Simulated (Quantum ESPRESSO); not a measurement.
# Ag (Silver): electron-phonon coupling, part 3 of 3

Wanted: the coupling constant λ of Ag (Silver) at ambient pressure.

Quantum ESPRESSO 7.5; DFT LDA, scalar-relativistic, plane waves, PseudoDojo norm-conserving pseudopotentials.

So far. Step 7 (Linear response on the mesh): The acoustic modes at Γ come out as far as 1.3 cm⁻¹ from zero, where they should vanish, a small numerical error. The relaxed cell has a = 4.002 Å (conventional setting).

## 9. Interpolated phonon bands

From the force constants any wavevector is cheap; points of the mesh come back as solved, but for the sum rule and, in polar crystals, the LO-TO term at Γ; the rest is interpolation.

Input file matdyn.in:

```
 &input
    asr='crystal',
    flfrc='x.fc',
    flfrq='x.freq',
    flvec='x.modes',
    q_in_band_form=.true.,
    q_in_cryst_coord=.true.,
 /
8
  0.0000000   0.0000000   0.0000000  12  ! GAMMA
  0.5000000   0.0000000   0.5000000  12  ! X
  0.6250000   0.2500000   0.6250000   1  ! U
  0.3750000   0.3750000   0.7500000  12  ! K
  0.0000000   0.0000000   0.0000000  12  ! GAMMA
  0.5000000   0.5000000   0.5000000  12  ! L
  0.5000000   0.2500000   0.7500000  12  ! W
  0.5000000   0.0000000   0.5000000   1  ! X
```

The run is started by

```bash
$ matdyn.x -in matdyn.in > matdyn.out
```

Numbers of over 12 decimals in the logs are rounded to 6 here.

The log of the run:

```text
[banner, memory and clock lines left out]
Program MATDYN v.7.5

 mass for atomic type   1 not given; uses mass from file x.fc
 Norm of the difference between old and new effective charges:    0.000000

 Norm of the difference between old and new force-constants:   2.95748e-06

     Message from routine matdyn:
     Z* not found in file x.fc, TO-LO splitting at q=0 will be absent!
     Message from routine matdyn:
     Z* not found in file x.fc, TO-LO splitting at q=0 will be absent!

Note: The following floating-point exceptions are signalling: IEEE_UNDERFLOW_FLAG
```

The job ended after 0.46 s (1 thread of Arm Neoverse V1, shared host).

Numbers from this step:

| Item | Value |
| --- | --- |
| lowest frequency on the path | 0 cm⁻¹ |
| mean frequency | 121.2 cm⁻¹ |
| Debye temperature (second moment) | 236 K |
| logarithmic mean frequency | 114.3 cm⁻¹ |

Matdyn.x, sum rule crystal. The phonon branches at the labelled points (cm⁻¹):

```
    point  branch 1  branch 2  branch 3
        Γ         0         0         0
  halfway        86        86       139
        X       123       123       187
  halfway       119       130       183
        U       110       146       169
jump to K       110       146       169
  halfway        62        96       148
        Γ         0         0         0
  halfway        56        56       137
        L        82        82       189
  halfway        97       124       176
        W       120       156       156
  halfway       121       132       178
        X       123       123       187
```

The phonon branches as a text plot (rows in cm⁻¹):

```
    185 |          *****                        *****          **
    178 |         *     *                      *     **      **
    170 |        *       *                    *        *    *
    162 |                 ******                        ** *
    154 |       *         **                 *           ***
    146 |                *  *   *                       *   *
    138 |      *        *    *              *          *     *
    130 |              *         *                            *
    122 |     *     ****      *            *          *   *******
    114 |         **    **        *                  *  **
    107 |        *        **   *                       *
     99 |    *  *           *   *         *         * *
     91 |                    *     *               * *
     83 |      *              *  *              *****
     75 |   * *                *         *     *
     67 |                         *          **
     59 |    *                  *   *       *
     51 |  *                     * *    *  *
     43 |   *                     *
     36 |                           *     *
     28 | **                       * **  *
     20 |                           *** *
     12 | *                          **
      4 |*                             *
         Γ           X  U|K            Γ         L        W     X
```

Lowest modes at the softest wavevector of the mesh; phase exp(i q.(R + tau)). Modes at q = (0.000, 0.250, 0.000):

```
mode  frequency (cm⁻¹)
   1              56.5
   2              56.5
   3             137.2
```

Displacements in mode 2 (56.5 cm⁻¹), the largest set to 1, in the home cell:
```
Ag1 0.00 1.00 1.00
```

Displacements in mode 3 (137.2 cm⁻¹), the largest set to 1, in the home cell:
```
Ag1 -1.00  1.00 -1.00
```

Force constants by pair (phonopy on the run's constants); pairs near half the supercell's span include their periodic images. Pair force constants, by row:

```
atom  neighbour  distance (Å)  third of the trace (eV/Å²)  along the pair's line (eV/Å²)
 Ag1     itself             0                       6.417                              –
 Ag1         Ag          2.83                     -0.5081                         -1.841
 Ag1         Ag         4.002                      -0.008                         -0.087
 Ag1         Ag         4.901                     -0.0155                        -0.0443
 Ag1         Ag         5.659                      0.0084                         0.0229
 Ag1         Ag         6.327                      0.0011                         0.0065
 Ag1         Ag         6.931                      0.0034                         0.0034
```

Harmonic mean-square displacement, third of the trace. Mean-square displacements:

```
T (K)  Ag1 U_eq (Å²)
    0        0.00148
  100        0.00282
  300         0.0075
  600        0.01482
```

Mode patterns, pair constants, displacements and means over the zone were worked out by phonopy from the force constants of q2r.x.

All branches are real along the path.

## 10. Density of states

Sums over the zone need many more wavevectors than were solved, so the interpolation is sampled on a dense mesh.

Input file matdyn.in:

```
 &input
    asr='crystal',
    flfrc='x.fc',
    dos=.true.,
    fldos='x.dos',
    nk1=19,
    nk2=19,
    nk3=19,
    deltaE=0.3,
    la2F=.true.,
 /
```

The run is started by

```bash
$ matdyn.x -in matdyn.in > matdyn.out
```

The log of the run:

```text
[banner, memory and clock lines left out]
Program MATDYN v.7.5

 mass for atomic type   1 not given; uses mass from file x.fc
 Norm of the difference between old and new effective charges:    0.000000

 Norm of the difference between old and new force-constants:   2.95748e-06

     Message from routine matdyn:
     Z* not found in file x.fc, TO-LO splitting at q=0 will be absent!
 Norm of the difference between old and new effective charges:    0.000000

 Norm of the difference between old and new force-constants:   1.0825e-14

 Norm of the difference between old and new effective charges:    0.000000

 Norm of the difference between old and new force-constants:   1.08251e-14

 Norm of the difference between old and new effective charges:    0.000000

 Norm of the difference between old and new force-constants:   5.6e-19

 Norm of the difference between old and new effective charges:    0.000000

 Norm of the difference between old and new force-constants:   5.4e-19

 Norm of the difference between old and new effective charges:    0.000000

 Norm of the difference between old and new force-constants:   3e-19

 Norm of the difference between old and new effective charges:    0.000000

 Norm of the difference between old and new force-constants:   1.08254e-14

 Norm of the difference between old and new effective charges:    0.000000

 Norm of the difference between old and new force-constants:   1.08257e-14

 Norm of the difference between old and new effective charges:    0.000000

 Norm of the difference between old and new force-constants:   1.08254e-14

 Norm of the difference between old and new effective charges:    0.000000

 Norm of the difference between old and new force-constants:   1.08259e-14

 Norm of the difference between old and new effective charges:    0.000000

 Norm of the difference between old and new force-constants:   1.08243e-14

Note: The following floating-point exceptions are signalling: IEEE_UNDERFLOW_FLAG
```

Run time: 27 s. Hardware: 1 thread.

This step gave:

```
share of modes beyond 3i cm⁻¹ on the dense interpolated mesh : 0
electron-phonon coupling constant                            : 0.1276
logarithmic mean frequency weighted by the coupling          : 147.9 K
zero-point energy per atom                                   : 22.55 meV
heat capacity at 300 K                                       : 24.19 J/(mol atoms K)
vibrational entropy at 300 K                                 : 40.30 J/(mol atoms K)
```

Tetrahedra. Table of phonon density of states by wavenumber; read off at these points:

wavenumber (cm⁻¹), phonon density of states (1/cm⁻¹/cell) and a bar:
```
      0.0     0.0000 
     10.0     0.0001 
     20.0     0.0007 
     30.0     0.0017 #
     40.0     0.0031 ##
     50.0     0.0050 ###
     60.0     0.0078 #####
     70.0     0.0121 ########
     80.0     0.0207 #############
     90.0     0.0299 ###################
    100.0     0.0311 ####################
    110.0     0.0318 ####################
    117.6     0.0324 #####################
    120.0     0.0278 ##################
    130.0     0.0186 ############
    140.0     0.0168 ###########
    150.0     0.0124 ########
    160.0     0.0131 ########
    170.0     0.0429 ############################
    172.8     0.0467 ##############################
    180.0     0.0205 #############
```

Harmonic thermodynamic functions per atom, summed over the density of states scaled to three modes an atom; melting is ignored. Thermodynamic functions:

```
T (K)  F_vib (meV/atom)  S (J/mol-atom/K)  C_V (J/mol-atom/K)
    0             22.55                 0                   0
   50             21.79             5.085               10.56
  100             16.36             15.65               19.27
  200             -8.29             30.65                23.3
  300            -45.36              40.3               24.19
  400            -90.93             47.31               24.52
  500            -142.9              52.8               24.67
  600              -200              57.3               24.75
  700            -261.4             61.12                24.8
  800            -326.6             64.44               24.84
  900            -394.9             67.36               24.86
 1000            -466.1             69.98               24.87
```

λ by broadening:

```
broadening (Ry)  lambda  N(E_F) (states/spin/Ry/cell)  ω_log (K)
          0.005  0.1087                         1.478      143.5
           0.01   0.124                         1.686      149.2
          0.015  0.1235                         1.712      148.8
           0.02  0.1276                          1.72      147.9
          0.025  0.1317                          1.73      147.9
           0.03  0.1339                         1.735        148
          0.035  0.1347                         1.735      147.8
           0.04  0.1348                         1.733      147.6
          0.045  0.1345                         1.729      147.4
           0.05  0.1339                         1.726      147.3
```

Gaussian broadening 0.02 Ry. The alpha^2 F by phonon energy; read off at these points:

```
phonon energy (meV)  alpha^2 F
                1.0          0
                2.0     5.0e-4
                3.0    0.00132
                4.0     0.0032
                5.0    0.00558
                6.0    0.00788
                7.0     0.0106
                8.0     0.0142
                9.0     0.0203
               10.0     0.0360
               11.0     0.0624
               12.0     0.0813
               13.0     0.0935
               13.8      0.097
               14.0     0.0964
               15.0     0.0564
               16.0     0.0509
               17.0     0.0481
               18.0     0.0420
               19.0     0.0181
               20.0     0.0423
               21.0     0.0933
               21.4      0.094
               22.0     0.0525
               23.0     0.0153
```

At 300 K the heat capacity has reached 97 % of the Dulong-Petit value.

## 11. Results

| Quantity | Value |
| --- | --- |
| space group after relaxation | Fm-3m |
| volume per atom | 16.0 Å³ |
| q mesh | 4×4×4 |
| lowest mode on the q mesh (acoustic ones at the zone centre apart) | 56.5 cm⁻¹ |
| zero-point energy per atom | 22.6 meV |
| heat capacity at 300 K | 24.2 J/(mol atoms K) |
| vibrational entropy at 300 K | 40.3 J/(mol atoms K) |
| coupling constant for broadenings of 0.01 to 0.04 Ry | 0.12 to 0.13 |
| logarithmic mean frequency over the same range | 148 to 149 K |
| imaginary modes on the q mesh | none |

What this shows: λ is about 0.13 and holds within 15 % over the middle broadenings, a weak coupling. Ag (Silver) is dynamically stable on the 4×4×4 mesh; its spectrum reaches 189 cm⁻¹. These are harmonic frequencies at zero temperature: anharmonic shifts and linewidths and thermal expansion are left out. In a metal the frequencies hang on the k mesh and the smearing, most of all near Kohn anomalies.

[Host names and launcher messages were left out of these logs when they were recorded.]

[Logs are printed without paths, hosts, clocks, repeated set-up lines and the standing remarks that a program may print on its own settings, such as how far it seeks lower states.]

[Hosts, paths, dates, database ids (printed as entryN), source tags and the programs' standing remarks are cut or masked in the printed files.]
